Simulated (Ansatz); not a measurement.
# How Pt(111) screens a field

Wanted: the response of a Pt(111) slab to a perpendicular field.

Method: plane-wave DFT, LDA, Ansatz PAW, in Ansatz 0.2.0.

**1. Set-up**

The cell holds 5 atoms: 5 Pt. Cell: a = 2.772 Å, b = 2.772 Å, c = 27.053 Å, α = 90.0°, β = 90.0°, γ = 60.0°. Vacuum lies along c.

**2. Atoms held, field 0**

A sawtooth potential applies the field, turning back in the middle of the vacuum. With the dipole correction the typed value is the field outside the slab. The induced dipole is small, so the SCF threshold is tight.

input.yaml

```yaml
crystal:
  lattice:
    - [2.7718585823, 0.0, 0.0]
    - [1.3859292911, 2.4004999479, 0.0]
    - [0.0, 0.0, 27.0528522209]
  atoms:
    - { symbol: Pt, position: [0.6666666667, 0.6666666667, 0.3326821115] }
    - { symbol: Pt, position: [0.0, 0.0, 0.4163410558] }
    - { symbol: Pt, position: [0.3333333333, 0.3333333333, 0.5] }
    - { symbol: Pt, position: [0.6666666667, 0.6666666667, 0.5836589442] }
    - { symbol: Pt, position: [0.0, 0.0, 0.6673178885] }
kpoints:
  mp_grid: { grid: [24, 24, 1] }
hamiltonian:
  xc: lda
scf:
  occupations: { method: fermi_dirac, width: 0.1 }
  convergence: { dr2_threshold: 1.0e-10 }
efield:
  axis: 3
  dipole_correction: true
  ramp_position: 0.97
  ramp_width: 0.06
  amplitude: 0
output:
  forces: true
  write_potential: true
  write_density: true
  volumetric_format: npy
```

Launch:

```console
ansatz run input.yaml --threads 4 --pin off --max-ram 6144MiB --backend cpu --events-out ev --progress --plain --runs-dir out
```

Numbers of over 12 decimals in the logs are rounded to 6 here.

Output:

```text
Engine: ansatz 0.2.0, x86_64-unknown-linux-gnu
Pseudopotentials: kind: paw
Pseudopotential: Pt, paw, valence charge 18, recommended cutoff 420 eV (normal), Pt.paw.azcp
Functional definition: SPW92
  exchange = slater_x
  correlation = pw_c
Crystal: 5 atoms, lattice volume = 180.006 Å³
Basis set: ecut = 420 eV, 3523 PW (Γ)
Bands: 54, of which v1, the nominal top of the filled ones, is band 45 counted from 1 (44 counted from 0)
Symmetry: 6 space group operations
k-points: 61 of 576 (time reversal used)
Non-local potential: Pt, projectors of the file, l = 0: 3, l = 1: 2, l = 2: 2, l = 3: 1
PAW form: soft (Blöchl's): semilocal exchange-correlation on the pseudo side does not see the compensation charge
PAW frozen core: Pt, regenerated for the run's functional, and the local potential with it (the file was generated under x = pbe(κ = 0.804, μ = 0.219515), c = pbe(β = 0.066725))
PAW one-centre angular grid: Pt, 590 points (default); XC on 64 Gauss nodes
Initial density: superposition of atomic densities (neutral atoms: chi_scale 0, normalization atom), corrected by the library's trained network
Initial wavefunctions: pseudopotential atomic-orbital guess
Functional: x = slater, c = lda
SCF iter   1: F=—  HF=-61223.379300 eV  |F-HF|=—  |Δ(HF+E_count)|=         —  Δρ=9.74e-3  dr2=1.50e0  ethr=1.77e-3  p=0.000 e·Å  D=2.97e-13 V/Å  ΔV_dip=-0.00 eV  dr2_dipole=6.20e-10  V_vac-E_F(+/−)=5.50/5.50 eV  ⟨swp⟩=9.2  Hψ=15390  notcnv=0  defer=16
efield: sawtooth ramp at fractional position 0.9700 (set: `efield.ramp_position`, or a place that a band, a saddle search or an elastic batch's reference lends), width 0.0600; the density the first Hamiltonian is built on has a dipole p = 0.000 e·Å; the dipole correction subtracts the counter field D = 2.97e-13 V/Å, which shifts the + side's vacuum level by -0.00 eV against the − side's; the planar-averaged density in the ramp window peaks in size at 7.8e-6 e/Å³
preconditioner: auto → LDOS  [metal: Δε(μ)=0.006 eV  Ē_g=7.577 eV  σ=0.100 eV  W_gap=0.02  n_scr=20 (ndim 8)  ℏωp=19.6 eV  f_vac=0.537  D(μ)=9.64/eV (n_scr^D=116)  β→1.0]
SCF iter   2: F=—  HF=-61223.353393 eV  |F-HF|=—  |Δ(HF+E_count)|=   2.59e-2  Δρ=4.44e-3  dr2=1.84e-1  ethr=1.67e-3  p=0.000 e·Å  D=2.04e-5 V/Å  ΔV_dip=-0.00 eV  dr2_dipole=1.09e-7  V_vac-E_F(+/−)=6.01/6.01 eV  ⟨swp⟩=1.6  Hψ=3944  notcnv=0  defer=33
SCF iter   3: F=—  HF=-61223.350597 eV  |F-HF|=—  |Δ(HF+E_count)|=   2.80e-3  Δρ=2.58e-3  dr2=5.09e-2  ethr=2.04e-4  p=-0.000 e·Å  D=-7.75e-6 V/Å  ΔV_dip=0.00 eV  dr2_dipole=8.69e-8  V_vac-E_F(+/−)=5.98/5.98 eV  ⟨swp⟩=2.6  Hψ=4244  notcnv=0  defer=47
SCF iter   4: F=—  HF=-61223.346690 eV  |F-HF|=—  |Δ(HF+E_count)|=   3.91e-3  Δρ=5.08e-4  dr2=1.47e-3  ethr=5.65e-5  p=-0.000 e·Å  D=-9.81e-6 V/Å  ΔV_dip=0.00 eV  dr2_dipole=4.93e-9  V_vac-E_F(+/−)=6.07/6.07 eV  ⟨swp⟩=2.0  Hψ=4401  notcnv=0  defer=47
SCF iter   5: F=—  HF=-61223.346623 eV  |F-HF|=—  |Δ(HF+E_count)|=   6.66e-5  Δρ=2.13e-4  dr2=8.64e-5  ethr=1.63e-6  p=-0.000 e·Å  D=-2.98e-6 V/Å  ΔV_dip=0.00 eV  dr2_dipole=7.95e-9  V_vac-E_F(+/−)=6.06/6.06 eV  ⟨swp⟩=2.9  Hψ=5917  notcnv=0  defer=47
SCF iter   6: F=—  HF=-61223.346646 eV  |F-HF|=—  |Δ(HF+E_count)|=   2.32e-5  Δρ=5.28e-5  dr2=1.35e-5  ethr=9.60e-8  p=0.000 e·Å  D=8.55e-7 V/Å  ΔV_dip=-0.00 eV  dr2_dipole=7.44e-10  V_vac-E_F(+/−)=6.05/6.05 eV  ⟨swp⟩=2.5  Hψ=5305  notcnv=0  defer=47
SCF iter   7: F=—  HF=-61223.346636 eV  |F-HF|=—  |Δ(HF+E_count)|=   1.03e-5  Δρ=3.20e-5  dr2=4.44e-6  ethr=1.50e-8  p=-0.000 e·Å  D=-2.91e-6 V/Å  ΔV_dip=0.00 eV  dr2_dipole=6.02e-10  V_vac-E_F(+/−)=6.05/6.05 eV  ⟨swp⟩=1.8  Hψ=4253  notcnv=0  defer=46
SCF iter   8: F=—  HF=-61223.346983 eV  |F-HF|=—  |Δ(HF+E_count)|=   3.47e-4  Δρ=1.44e-5  dr2=9.54e-7  ethr=4.93e-9  p=0.000 e·Å  D=2.35e-6 V/Å  ΔV_dip=-0.00 eV  dr2_dipole=1.93e-10  V_vac-E_F(+/−)=6.05/6.05 eV  ⟨swp⟩=1.3  Hψ=3635  notcnv=0  defer=44
SCF iter   9: F=—  HF=-61223.346983 eV  |F-HF|=—  |Δ(HF+E_count)|=   3.18e-8  Δρ=5.16e-6  dr2=1.33e-7  ethr=1.06e-9  p=-0.000 e·Å  D=-1.55e-6 V/Å  ΔV_dip=0.00 eV  dr2_dipole=9.67e-11  V_vac-E_F(+/−)=6.05/6.05 eV  ⟨swp⟩=1.4  Hψ=3635  notcnv=0  defer=44
SCF iter  10: F=—  HF=-61223.346983 eV  |F-HF|=—  |Δ(HF+E_count)|=   1.16e-7  Δρ=1.30e-6  dr2=7.13e-9  ethr=1.47e-10  p=0.000 e·Å  D=1.12e-6 V/Å  ΔV_dip=-0.00 eV  dr2_dipole=2.89e-11  V_vac-E_F(+/−)=6.05/6.05 eV  ⟨swp⟩=2.2  Hψ=4720  notcnv=0  defer=43
SCF iter  11: F=—  HF=-61223.346983 eV  |F-HF|=—  |Δ(HF+E_count)|=   4.95e-9  Δρ=4.19e-7  dr2=1.54e-9  ethr=7.92e-12  p=-0.000 e·Å  D=-1.85e-7 V/Å  ΔV_dip=0.00 eV  dr2_dipole=4.47e-13  V_vac-E_F(+/−)=6.05/6.05 eV  ⟨swp⟩=2.9  Hψ=6107  notcnv=0  defer=43
SCF iter  12: F=—  HF=-61223.346983 eV  |F-HF|=—  |Δ(HF+E_count)|=  1.96e-10  Δρ=1.49e-7  dr2=2.33e-10  ethr=1.72e-12  p=-0.000 e·Å  D=-1.48e-8 V/Å  ΔV_dip=0.00 eV  dr2_dipole=4.71e-15  V_vac-E_F(+/−)=6.05/6.05 eV  ⟨swp⟩=2.2  Hψ=4738  notcnv=0  defer=43
SCF iter  13: F=-61223.346983 eV  HF=-61223.346983 eV  |F-HF|=1.16e-10  |Δ(HF+E_count)|=  1.46e-11  Δρ=9.96e-8  dr2=5.42e-11  ethr=1.00e-12  p=0.000 e·Å  D=6.31e-8 V/Å  ΔV_dip=-0.00 eV  dr2_dipole=8.78e-14  V_vac-E_F(+/−)=6.05/6.05 eV  ⟨swp⟩=15.1  Hψ=20052  notcnv=0
SCF 1 converged in 13 iterations: F = -61223.346983 eV  dr2 = 5.42e-11
  greatest PAW one-centre occupation: 1.000 electrons in one spin orbital (limit 2), on the Pt atom at site 2 (counted from 0), in its partial waves of l = 0
WARN: The output density's exchange-correlation potential varies sharply where the density is thin. Do not read a vacuum level from v_tot or v_xc, or from such a field of the output density. On a cell that repeats whose density bears no net charge and no dipole along the vacuum's axis use v_es (v_loc + v_h of the components); under efield.dipole_correction with no amplitude use v_es + v_field, which holds any externa [...]
SCF converged after 13 iterations
Free energy (F): -61223.346983 eV
Harris-Foulkes:  -61223.346983 eV  (|F-HF|=1.16e-10)
Internal energy: -61223.042610 eV  (E = F + TS)
E sigma→0 (E₀):  -61223.194797 eV
Entropy (-TS):   -0.304372 eV (-60.874 meV/atom)
Fermi energy:    6.106743 eV
Dipole field:    D = 0.000000 V/Å  (p = 0.000000 e·Å, saw-weighted, corrected)
Work function:   Φ+ = 6.0478 eV   Φ− = 6.0478 eV
Levels:          The Fermi level and band energies are counted from a zero that moves with the ramp; work functions are not
--- Per-component energies (eV) ---
  E_band       = -2179.849033
  E_kinetic    = 3187.079432
  E_local      = -178719.324189  (includes V_loc(G=0)·N_el)
  E_nonlocal   = 1035.532662
  E_hartree    = 87650.451529
  E_xc         = -1298.771402
  E_vxc        = -1509.548043  (∫ρ·V_xc dr)
  E_paw        = -45888.265733  (= ΣΔE_a)
  E_vpaw       = -1474.494246  (= ΣTr[D̂ρ^β])
  E_aug_tail   = 0.000883  (compensation charges beyond the density's cutoff)
  E_efield     = 0.000000  (sawtooth field / dipole correction)
  E_vefield    = 0.000000  (∫n·V_field dr)
  E_ewald      = 72807.934859
  E_core_change = 2.319347  (= ΣΔE_core)
  E_smearing   = -0.304372  (= −TS)
  E_closure    = 0.000000  (closes the sum)
  Σ components = -61223.346983   (vs F -61223.346983, Δ=0.00e0)
--- Forces (eV/Å), atoms counted from 1 ---
  atom   1  Pt    -0.00000000     0.00000000     0.14375064
  atom   2  Pt    -0.00000000     0.00000000     0.21817501
  atom   3  Pt    -0.00000000    -0.00000000     0.00000019
  atom   4  Pt     0.00000000    -0.00000000    -0.21817315
  atom   5  Pt     0.00000000    -0.00000000    -0.14375538
  max |Σ_I F_I| component: 2.69e-6 eV/Å
--- Band table (eV; the first three rows and the last of 61) ---
  k-point 0: bands = [... 41 lower, 4.6221, 4.6221, 5.1010, 5.1010, 5.7692, 5.7692, 5.8574, 6.1060, ... 5 higher]
  k-point 1: bands = [... 41 lower, 4.6472, 4.6542, 5.1016, 5.1507, 5.3741, 5.7291, 5.7705, 6.1099, ... 5 higher]
  k-point 2: bands = [... 41 lower, 4.6568, 4.6669, 4.8928, 5.1049, 5.1331, 5.6831, 5.7736, 6.1210, ... 5 higher]
  k-point 60: bands = [... 41 lower, 5.5386, 5.7679, 5.8762, 5.8762, 10.7463, 10.7463, 10.8604, 11.5379, ... 5 higher]
```

Elapsed: 9.2 s, on 4 threads of Intel Xeon 6975P-C (Granite Rapids), shared host; peak memory 0.89 GiB.

Numbers from this step:

```
energy at zero smearing   : -61223.1948 eV
work function, upper face : 6.048 eV
dipole along the normal   : 4.81e-7 e·Å
```

Running mean over 2.263 Å of the planar mean; the ramp of the sawtooth is left out. Electron's electrostatic potential energy less the Fermi level against z:

z (Å), electron's electrostatic potential energy less the Fermi level (eV) and a bar from the least value:
```
      3.5        6.0 ##############################
      4.0        6.0 ##############################
      4.5        6.0 ##############################
      5.0        6.0 ##############################
      5.5        6.0 ##############################
      6.0        6.0 ##############################
      6.5        5.8 ##############################
      7.0        5.0 ############################
      7.5        1.5 #######################
      8.0       -4.7 ############
      8.5       -9.7 ####
      9.0      -11.4 #
      9.5      -11.7 #
     10.0      -11.8 
     10.5      -11.9 
     11.0      -12.0 
     11.5      -12.0 
     12.0      -12.1 
     12.5      -12.1 
     13.0      -12.1 
     13.5      -12.1 
     14.0      -12.1 
     14.5      -12.1 
     15.0      -12.1 
     15.5      -12.0 
     16.0      -12.0 
     16.5      -11.9 
     17.0      -11.9 
     17.5      -11.7 #
     18.0      -11.4 #
     18.5      -10.1 ###
     19.0       -5.4 ###########
     19.5        1.0 ######################
     20.0        4.8 ############################
     20.5        5.8 ##############################
     21.0        6.0 ##############################
     21.5        6.0 ##############################
     22.0        6.0 ##############################
     22.5        6.0 ##############################
     23.0        6.0 ##############################
     23.5        6.0 ##############################
```

Force by atom:

| atom | x (eV/Å) | y (eV/Å) | z (eV/Å) | size |
| --- | --- | --- | --- | --- |
| Pt1 | 0.000 | 0.000 | 0.144 | 0.144 |
| Pt2 | 0.000 | 0.000 | 0.218 | 0.218 |
| Pt3 | 0.000 | 0.000 | 0.000 | 0.000 |
| Pt4 | 0.000 | 0.000 | -0.218 | 0.218 |
| Pt5 | 0.000 | 0.000 | -0.144 | 0.144 |

The work function of the upper face is 6.05 eV.

**3. Single point, field 0.05 V/Å**

input.yaml: that of step 2 with these lines changed.

```diff
@@ -23,3 +23,3 @@
   ramp_width: 0.06
-  amplitude: 0
+  amplitude: 0.05
 output:
```

Output:

```text
[...]
Crystal: 5 atoms, lattice volume = 180.006 Å³
Basis set: ecut = 420 eV, 3523 PW (Γ)
Bands: 54, of which v1, the nominal top of the filled ones, is band 45 counted from 1 (44 counted from 0)
Symmetry: 6 space group operations
k-points: 61 of 576 (time reversal used)
[...]
k-point 0: bands = [... 41 lower, 4.6220, 4.6220, 5.1009, 5.1009, 5.7691, 5.7691, 5.8572, 6.1059, ... 5 higher]
  k-point 1: bands = [... 41 lower, 4.6471, 4.6541, 5.1015, 5.1506, 5.3739, 5.7290, 5.7704, 6.1098, ... 5 higher]
  k-point 2: bands = [... 41 lower, 4.6567, 4.6668, 4.8926, 5.1048, 5.1330, 5.6830, 5.7735, 6.1209, ... 5 higher]
  k-point 60: bands = [... 41 lower, 5.5391, 5.7679, 5.8759, 5.8763, 10.7461, 10.7463, 10.8603, 11.5369, ... 5 higher]
[key lines of the parts left out:]
SCF converged after 15 iterations
Free energy (F): -61223.347540 eV
Fermi energy:    6.106650 eV
Dipole field:    D = 0.022407 V/Å  (p = 0.022290 e·Å, saw-weighted, corrected)
```

Run time: 11 s. Hardware: 4 threads; peak memory 0.85 GiB.

The dipole is 0.0223 e·Å.

**4. Single point, field -0.05 V/Å**

input.yaml: that of step 3 with these lines changed.

```diff
@@ -23,3 +23,3 @@
   ramp_width: 0.06
-  amplitude: 0.05
+  amplitude: -0.05
 output:
```

Output:

```text
[...]
Crystal: 5 atoms, lattice volume = 180.006 Å³
Basis set: ecut = 420 eV, 3523 PW (Γ)
Bands: 54, of which v1, the nominal top of the filled ones, is band 45 counted from 1 (44 counted from 0)
Symmetry: 6 space group operations
k-points: 61 of 576 (time reversal used)
[...]
k-point 0: bands = [... 41 lower, 4.6220, 4.6220, 5.1009, 5.1009, 5.7691, 5.7691, 5.8572, 6.1059, ... 5 higher]
  k-point 1: bands = [... 41 lower, 4.6471, 4.6541, 5.1015, 5.1506, 5.3739, 5.7290, 5.7704, 6.1098, ... 5 higher]
  k-point 2: bands = [... 41 lower, 4.6567, 4.6668, 4.8926, 5.1048, 5.1330, 5.6830, 5.7735, 6.1209, ... 5 higher]
  k-point 60: bands = [... 41 lower, 5.5391, 5.7679, 5.8759, 5.8763, 10.7461, 10.7463, 10.8603, 11.5369, ... 5 higher]
[key lines of the parts left out:]
SCF converged after 15 iterations
Free energy (F): -61223.347540 eV
Fermi energy:    6.106650 eV
Dipole field:    D = -0.022410 V/Å  (p = -0.022292 e·Å, saw-weighted, corrected)
```

Run time: 12 s. Hardware: 4 threads; peak memory 0.85 GiB.

The dipole is -0.0223 e·Å.

**5. Single point, field 0.1 V/Å**

input.yaml: that of step 4 with these lines changed.

```diff
@@ -23,3 +23,3 @@
   ramp_width: 0.06
-  amplitude: -0.05
+  amplitude: 0.1
 output:
```

Output:

```text
[...]
Crystal: 5 atoms, lattice volume = 180.006 Å³
Basis set: ecut = 420 eV, 3523 PW (Γ)
Bands: 54, of which v1, the nominal top of the filled ones, is band 45 counted from 1 (44 counted from 0)
Symmetry: 6 space group operations
k-points: 61 of 576 (time reversal used)
[...]
k-point 0: bands = [... 41 lower, 4.6217, 4.6217, 5.1006, 5.1006, 5.7688, 5.7688, 5.8565, 6.1057, ... 5 higher]
  k-point 1: bands = [... 41 lower, 4.6468, 4.6538, 5.1013, 5.1503, 5.3735, 5.7288, 5.7702, 6.1095, ... 5 higher]
  k-point 2: bands = [... 41 lower, 4.6564, 4.6665, 4.8922, 5.1045, 5.1328, 5.6828, 5.7732, 6.1206, ... 5 higher]
  k-point 60: bands = [... 41 lower, 5.5395, 5.7676, 5.8754, 5.8762, 10.7457, 10.7461, 10.8600, 11.5356, ... 5 higher]
[key lines of the parts left out:]
SCF converged after 15 iterations
Free energy (F): -61223.349212 eV
Fermi energy:    6.106375 eV
Dipole field:    D = 0.044816 V/Å  (p = 0.044582 e·Å, saw-weighted, corrected)
```

Wall time 11 s (4 threads); peak memory 0.86 GiB.

The dipole is 0.0446 e·Å.

**6. Atoms held, field -0.1 V/Å**

input.yaml: that of step 5 with these lines changed.

```diff
@@ -23,3 +23,3 @@
   ramp_width: 0.06
-  amplitude: 0.1
+  amplitude: -0.1
 output:
```

Output:

```text
[...]
Crystal: 5 atoms, lattice volume = 180.006 Å³
Basis set: ecut = 420 eV, 3523 PW (Γ)
Bands: 54, of which v1, the nominal top of the filled ones, is band 45 counted from 1 (44 counted from 0)
Symmetry: 6 space group operations
k-points: 61 of 576 (time reversal used)
[...]
k-point 0: bands = [... 41 lower, 4.6217, 4.6217, 5.1006, 5.1006, 5.7688, 5.7688, 5.8565, 6.1057, ... 5 higher]
  k-point 1: bands = [... 41 lower, 4.6468, 4.6538, 5.1013, 5.1503, 5.3735, 5.7288, 5.7702, 6.1095, ... 5 higher]
  k-point 2: bands = [... 41 lower, 4.6564, 4.6665, 4.8922, 5.1045, 5.1328, 5.6828, 5.7732, 6.1206, ... 5 higher]
  k-point 60: bands = [... 41 lower, 5.5395, 5.7676, 5.8754, 5.8762, 10.7457, 10.7461, 10.8600, 11.5356, ... 5 higher]
[key lines of the parts left out:]
SCF converged after 15 iterations
Free energy (F): -61223.349212 eV
Fermi energy:    6.106375 eV
Dipole field:    D = -0.044818 V/Å  (p = -0.044584 e·Å, saw-weighted, corrected)
```

Run time: 10 s. Hardware: 4 threads; peak memory 0.87 GiB; 40 s of CPU time.

The dipole is -0.0446 e·Å.

**7. Atoms held, field 0.2 V/Å**

input.yaml: that of step 6 with these lines changed.

```diff
@@ -23,3 +23,3 @@
   ramp_width: 0.06
-  amplitude: -0.1
+  amplitude: 0.2
 output:
```

Output:

```text
[...]
Crystal: 5 atoms, lattice volume = 180.006 Å³
Basis set: ecut = 420 eV, 3523 PW (Γ)
Bands: 54, of which v1, the nominal top of the filled ones, is band 45 counted from 1 (44 counted from 0)
Symmetry: 6 space group operations
k-points: 61 of 576 (time reversal used)
[...]
k-point 0: bands = [... 41 lower, 4.6206, 4.6206, 5.0995, 5.0995, 5.7677, 5.7677, 5.8537, 6.1046, ... 5 higher]
  k-point 1: bands = [... 41 lower, 4.6457, 4.6527, 5.1002, 5.1492, 5.3718, 5.7278, 5.7691, 6.1084, ... 5 higher]
  k-point 2: bands = [... 41 lower, 4.6553, 4.6654, 4.8906, 5.1034, 5.1320, 5.6817, 5.7721, 6.1195, ... 5 higher]
  k-point 60: bands = [... 41 lower, 5.5397, 5.7665, 5.8739, 5.8755, 10.7444, 10.7452, 10.8589, 11.5325, ... 5 higher]
[key lines of the parts left out:]
SCF converged after 15 iterations
Free energy (F): -61223.355900 eV
Fermi energy:    6.105275 eV
Dipole field:    D = 0.089638 V/Å  (p = 0.089170 e·Å, saw-weighted, corrected)
```

Run time: 10 s. Hardware: 4 threads; peak memory 0.86 GiB; 40 s of CPU time.

The dipole is 0.0892 e·Å.

**8. Single point, field -0.2 V/Å**

input.yaml: that of step 7 with these lines changed.

```diff
@@ -23,3 +23,3 @@
   ramp_width: 0.06
-  amplitude: 0.2
+  amplitude: -0.2
 output:
```

Output:

```text
[...]
Crystal: 5 atoms, lattice volume = 180.006 Å³
Basis set: ecut = 420 eV, 3523 PW (Γ)
Bands: 54, of which v1, the nominal top of the filled ones, is band 45 counted from 1 (44 counted from 0)
Symmetry: 6 space group operations
k-points: 61 of 576 (time reversal used)
[...]
k-point 0: bands = [... 41 lower, 4.6206, 4.6206, 5.0995, 5.0995, 5.7677, 5.7677, 5.8537, 6.1046, ... 5 higher]
  k-point 1: bands = [... 41 lower, 4.6457, 4.6527, 5.1002, 5.1492, 5.3718, 5.7278, 5.7691, 6.1084, ... 5 higher]
  k-point 2: bands = [... 41 lower, 4.6553, 4.6654, 4.8906, 5.1034, 5.1320, 5.6817, 5.7721, 6.1195, ... 5 higher]
  k-point 60: bands = [... 41 lower, 5.5397, 5.7665, 5.8739, 5.8755, 10.7444, 10.7452, 10.8589, 11.5325, ... 5 higher]
[key lines of the parts left out:]
SCF converged after 15 iterations
Free energy (F): -61223.355900 eV
Fermi energy:    6.105275 eV
Dipole field:    D = -0.089641 V/Å  (p = -0.089172 e·Å, saw-weighted, corrected)
```

Wall time 11 s (4 threads); peak memory 0.86 GiB; 41 s of CPU time.

The dipole is -0.0892 e·Å.

[end of part 1 of 2]

[Logs are printed without paths, hosts, clocks, repeated set-up lines and the standing remarks that a program may print on its own settings, such as how far it seeks lower states.]

[Hosts, paths, dates, database ids (printed as entryN), source tags and the programs' standing remarks are cut or masked in the printed files.]

[Maps of the electrostatic potential energy from Ansatz leave out the sawtooth potential of an applied field or a dipole correction, so their vacuum need not be flat; planar profiles and work functions include it.]
